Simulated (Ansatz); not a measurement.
**Al(111) with 4 thermally displaced layers, 2x2: scattering by thermal displacements**

How much do lattice vibrations at 500 K scatter the electrons of Al? Layers with random displacements are laid between perfect leads, and the resistance is followed against their length. The measured value for the pure metal at this temperature is 4.99 µΩ cm (CRC Handbook of Chemistry and Physics, 84th ed., 2003, Electrical Resistivity of Pure Metals).

Program: Ansatz 0.2.0. Level of theory: Ansatz plane-wave DFT, PBE, PAW files; ballistic transport by layer matching (Landauer), zero bias; PAW set soft_1. Results are calculated unless marked as measured.

Report form: the programs' logs are mostly left out.

**1. Set-up**

The cell holds 40 atoms: 40 Al. Cell: a = 5.725 Å, b = 5.725 Å, c = 23.429 Å, α = 93.5°, β = 86.5°, γ = 120.0°. It derives from Al. Regions: lead, 24 atoms (24 Al); scattering region, 16 atoms (16 Al). The structure is stacked along c, and the current runs across the ab planes.

**2. With 4 displaced layers**

Each atom of 4 layers is moved at random, by amounts drawn from a normal law 0.1226 Å wide in each direction from the Debye model (428 K) at 500 K. The layers about the cell's end stay perfect and serve as the lead. Disorder leaves little or no symmetry, which makes such runs dear. Energies from -0.05 to 0.05 eV in steps of 0.05 eV are too few for the program's thermal sum, so it prints no conductance; for a metal the transmission near the Fermi level serves, at a fraction of the cost.

input.yaml reads:

```yaml
crystal:
  lattice:
    - [5.7246940741, 0.0, 0.0]
    - [-2.862347037, 4.957730497, 0.0]
    - [1.4311735185, -0.8262884162, 23.3709656917]
  atoms:
    - { symbol: Al, position: [0.9916666667, 0.0083333333, 0.05] }
    - { symbol: Al, position: [0.9916666667, 0.5083333333, 0.05] }
    - { symbol: Al, position: [0.4916666667, 0.0083333333, 0.05] }
    - { symbol: Al, position: [0.4916666667, 0.5083333333, 0.05] }
    - { symbol: Al, position: [0.1416666667, 0.3583333333, 0.15] }
    - { symbol: Al, position: [0.1416666667, 0.8583333333, 0.15] }
    - { symbol: Al, position: [0.6416666667, 0.3583333333, 0.15] }
    - { symbol: Al, position: [0.6416666667, 0.8583333333, 0.15] }
[... 28 atom lines left out ...]
    - { symbol: Al, position: [0.8416666667, 0.1583333333, 0.95] }
    - { symbol: Al, position: [0.8416666667, 0.6583333333, 0.95] }
    - { symbol: Al, position: [0.3416666667, 0.1583333333, 0.95] }
    - { symbol: Al, position: [0.3416666667, 0.6583333333, 0.95] }
kpoints:
  mp_grid: { grid: [5, 5, 1] }
hamiltonian:
  xc: pbe
  pseudopotentials: { kind: paw, azcp: { folder: soft_1 } }
scf:
  occupations: { method: fermi_dirac, width: 0.1 }
output:
  transmission:
    leads: [[0, 4]]
    kmesh: [10, 10]
    e_range: [-0.05, 0.05]
    de: 0.05
  write_potential: true
  write_density: true
  volumetric_format: npy
```

Run with:

```
$ ansatz run input.yaml --threads 4 --pin off --max-ram 15360MiB --backend cpu --events-out ev --progress --plain --runs-dir out
```

Wall time 8 min (4 threads of Arm Neoverse V1, shared host); peak memory 1.7 GiB.

Numbers from this step:

| Quantity | Value |
| --- | --- |
| free energy | -21498.8306 eV |
| energy at zero smearing | -21498.5140 eV |
| Fermi energy | 7.923 eV |
| cell area | 28.38 Å² |
| transmission per spin nearest the Fermi level | 4.993 |
| open channels per spin nearest the Fermi level | 5.41 |
| step of the lead's potential | 6.9 meV |

Per spin. Transmission, zone mean against energy, zero at the Fermi level:

```
energy (eV)  transmission, zone mean
    -0.0500                     4.90
     0.0000                     4.99
     0.0500                     5.11
```

Per spin. Open channels, zone mean, lead against energy, zero at the Fermi level:

```
energy (eV)  open channels, zone mean, lead
    -0.0500                            5.29
     0.0000                            5.41
     0.0500                            5.59
```

Transmission over k1 and k2. At 0.0000 eV from the Fermi level.

Ten even steps from '0' (2.96) to '9' (6.85):
```
4551554020
2649935122
2299899210
4699779964
1549797945
4469977996
2012998992
2221539946
4020455155
1411424114
```
Columns: k1 (b1) from -0.5 to 0.4; rows upwards: k2 (b2) from -0.5 to 0.4.

Open channels over k1 and k2. At 0.0000 eV from the Fermi level.

Ten even steps from '_' (3.00) to '@' (7.00):
```
++####++####++__::__
::##++@@@@++##::::::
::++@@@@@@@@@@++::__
++##@@@@####@@@@##++
::##++@@##@@##@@++##
++++##@@@@####@@@@##
::__::++@@@@@@@@@@++
::::::::##++@@@@++##
++__::__++####++####
::++::::++::++::::++
```
Columns: k1 (b1) from -0.5 to 0.4; rows upwards: k2 (b2) from -0.5 to 0.4.

Over the solved energies the transmission per spin lies between 4.90 and 5.11, out of 5.43 channels of the lead on average (up to 5.59).

**3. With 8 displaced layers**

Each atom of 8 layers is moved at random, by amounts drawn from a normal law 0.1226 Å wide in each direction from the Debye model (428 K) at 500 K. A fresh draw is used; the growth of the resistance with length is what counts.

System of this step: Al(111) with 8 thermally displaced layers, 2x2. The cell holds 56 atoms: 56 Al. Its edges and angles: a = 5.725 Å, b = 5.725 Å, c = 32.761 Å, α = 87.5°, β = 92.5°, γ = 120.0°. It derives from Al. Regions: lead, 24 atoms (24 Al); scattering region, 32 atoms (32 Al). The structure is stacked along c, and the current runs across the ab planes.

input.yaml reads:

```yaml
crystal:
  lattice:
    - [5.7246940741, 0.0, 0.0]
    - [-2.862347037, 4.957730497, 0.0]
    - [-1.4311735185, 0.8262884162, 32.7193519684]
  atoms:
    - { symbol: Al, position: [0.005952381, 0.994047619, 0.0357142857] }
    - { symbol: Al, position: [0.005952381, 0.494047619, 0.0357142857] }
    - { symbol: Al, position: [0.505952381, 0.994047619, 0.0357142857] }
    - { symbol: Al, position: [0.505952381, 0.494047619, 0.0357142857] }
    - { symbol: Al, position: [0.1845238095, 0.3154761905, 0.1071428571] }
    - { symbol: Al, position: [0.1845238095, 0.8154761905, 0.1071428571] }
    - { symbol: Al, position: [0.6845238095, 0.3154761905, 0.1071428571] }
    - { symbol: Al, position: [0.6845238095, 0.8154761905, 0.1071428571] }
[... 44 atom lines left out ...]
    - { symbol: Al, position: [0.3273809524, 0.1726190476, 0.9642857143] }
    - { symbol: Al, position: [0.3273809524, 0.6726190476, 0.9642857143] }
    - { symbol: Al, position: [0.8273809524, 0.1726190476, 0.9642857143] }
    - { symbol: Al, position: [0.8273809524, 0.6726190476, 0.9642857143] }
kpoints:
  mp_grid: { grid: [5, 5, 1] }
hamiltonian:
  xc: pbe
  pseudopotentials: { kind: paw, azcp: { folder: soft_1 } }
scf:
  occupations: { method: fermi_dirac, width: 0.1 }
output:
  transmission:
    leads: [[0, 4]]
    kmesh: [10, 10]
    e_range: [-0.05, 0.05]
    de: 0.05
  write_potential: true
  write_density: true
  volumetric_format: npy
```

Wall time 12 min (4 threads); peak memory 3.1 GiB.

Numbers from this step:

- free energy: -30096.8096 eV
- energy at zero smearing: -30096.3654 eV
- transmission per spin nearest the Fermi level: 4.608
- open channels per spin nearest the Fermi level: 5.53
- step of the lead's potential: 5.6 meV

Per spin. Transmission, zone mean against energy, zero at the Fermi level:

```
energy (eV)  transmission, zone mean
    -0.0500                     4.43
     0.0000                     4.61
     0.0500                     4.62
```

Over the solved energies the transmission per spin lies between 4.43 and 4.62, out of 5.45 channels of the lead on average (up to 5.57).

**4. With 12 displaced layers**

Each atom of 12 layers is moved at random, by amounts drawn from a normal law 0.1226 Å wide in each direction from the Debye model (428 K) at 500 K. A fresh draw is used; the growth of the resistance with length is what counts.

System of this step: Al(111) with 12 thermally displaced layers, 2x2. The cell holds 72 atoms: 72 Al. Its edges and angles: a = 5.725 Å, b = 5.725 Å, c = 42.068 Å, α = 90.0°, β = 90.0°, γ = 120.0°. It derives from Al. Regions: lead, 24 atoms (24 Al); scattering region, 48 atoms (48 Al). The structure is stacked along c, and the current runs across the ab planes.

input.yaml reads:

```yaml
crystal:
  lattice:
    - [5.7246940741, 0.0, 0.0]
    - [-2.862347037, 4.957730497, 0.0]
    - [0.0, 0.0, 42.0677382451]
  atoms:
    - { symbol: Al, position: [0.0, 0.0, 0.0277777778] }
    - { symbol: Al, position: [0.0, 0.5, 0.0277777778] }
    - { symbol: Al, position: [0.5, 0.0, 0.0277777778] }
    - { symbol: Al, position: [0.5, 0.5, 0.0277777778] }
    - { symbol: Al, position: [0.1666666667, 0.3333333333, 0.0833333333] }
    - { symbol: Al, position: [0.1666666667, 0.8333333333, 0.0833333333] }
    - { symbol: Al, position: [0.6666666667, 0.3333333333, 0.0833333333] }
    - { symbol: Al, position: [0.6666666667, 0.8333333333, 0.0833333333] }
[... 60 atom lines left out ...]
    - { symbol: Al, position: [0.3333333333, 0.1666666667, 0.9722222222] }
    - { symbol: Al, position: [0.3333333333, 0.6666666667, 0.9722222222] }
    - { symbol: Al, position: [0.8333333333, 0.1666666667, 0.9722222222] }
    - { symbol: Al, position: [0.8333333333, 0.6666666667, 0.9722222222] }
kpoints:
  mp_grid: { grid: [5, 5, 1] }
hamiltonian:
  xc: pbe
  pseudopotentials: { kind: paw, azcp: { folder: soft_1 } }
scf:
  occupations: { method: fermi_dirac, width: 0.1 }
output:
  transmission:
    leads: [[0, 4]]
    kmesh: [10, 10]
    e_range: [-0.05, 0.05]
    de: 0.05
  write_potential: true
  write_density: true
  volumetric_format: npy
```

Run time: 16 min. Hardware: 4 threads; peak memory 4.9 GiB; 52 min of CPU time.

Numbers from this step:

```yaml
free_energy: -38696.0364 eV
energy_at_zero_smearing: -38695.4485 eV
fermi_energy: 7.933 eV
transmission_per_spin_nearest_the_fermi_level: 4.305
open_channels_per_spin_nearest_the_fermi_level: 5.59
step_of_the_lead_s_potential: 4.9 meV
```

Per spin. Table of transmission, zone mean by energy, zero at the Fermi level:

```
energy (eV)  transmission, zone mean
    -0.0500                     4.12
     0.0000                     4.30
     0.0500                     4.33
```

Over the solved energies the transmission per spin lies between 4.12 and 4.33, out of 5.49 channels of the lead on average (up to 5.59).

**5. Resistance against length**

This step: Ansatz plane-wave DFT, PBE, PAW files; ballistic transport by layer matching (Landauer), zero bias; resistivity from the slope of the area resistance; PAW set soft_1 (Ansatz 0.2.0).

This step gave:

| Quantity | Value |
| --- | --- |
| resistivity | 7.272 µΩ cm |
| intercept | -0.007875 fΩ m² |
| scatter about the fit | 0.003162 fΩ m² |

Resistance, by row:

```
run  length (Å)      T  channels N  RA (fΩ m²)
 n4       9.348  5.001        5.43     0.05787
 n8        18.7  4.552        5.45      0.1326
n12       28.05  4.254        5.49      0.1938
```

Table of area resistance by length of the displaced region:

```
length of the displaced region (Å)  area resistance (fΩ m²)
                              9.35                   0.0579
                             18.70                    0.133
                             28.05                    0.194
```

The area resistance goes from 0.058 to 0.19 fΩ m² between 9.3 and 28.0 Å, a slope of 7.3 µΩ cm.

By hand from the end points: (0.1938 − 0.05787) fΩ m² / (28.05 − 9.35) Å = 7.3 µΩ cm, since 1 fΩ m² per Å is 1000 µΩ cm.

**6. Outcome**

```
resistivity from the slope  : 7.27 µΩ cm
area resistance over 9.35 Å : 0.0579 fΩ m²
area resistance over 18.7 Å : 0.133 fΩ m²
area resistance over 28.0 Å : 0.194 fΩ m²
```

In words: The slope gives 7.3 µΩ cm. The points scatter by 0.0032 fΩ m² about the line, with one random draw a length in a 2x2 cell, so the slope is a rough value. The mean square of the displacements drawn is 0.75, 0.94 and 0.81 of the nominal one at the three lengths; with each resistance scaled back by that, the slope is 8.7 µΩ cm, the value used below. The lead's own channel count moves between the runs (5.43, 5.45 and 5.49), which shifts RA and the slope too. Read with a model of isotropic scattering on a spherical Fermi surface and the lead's 1.5×10¹⁵ S/m², this slope means a mean free path near 64 Å; over these lengths the model's slope is 1.09 times its bulk resistivity, which would be 8.0 µΩ cm. Uncorrelated displacements put too much weight on short waves, which scatter strongly; with the sideways repeat of a small cell, one draw and three short lengths, the method is good to a factor of two or three. The measured value is 4.99 µΩ cm (CRC Handbook of Chemistry and Physics, 84th ed., 2003, Electrical Resistivity of Pure Metals); the scaled slope is 1.7 times that and the corrected value 1.6: clearly high.

[Logs are printed without paths, hosts, clocks, repeated set-up lines and the standing remarks that a program may print on its own settings, such as how far it seeks lower states.]

[Hosts, paths, dates, database ids (printed as entryN), source tags and the programs' standing remarks are cut or masked in the printed files.]
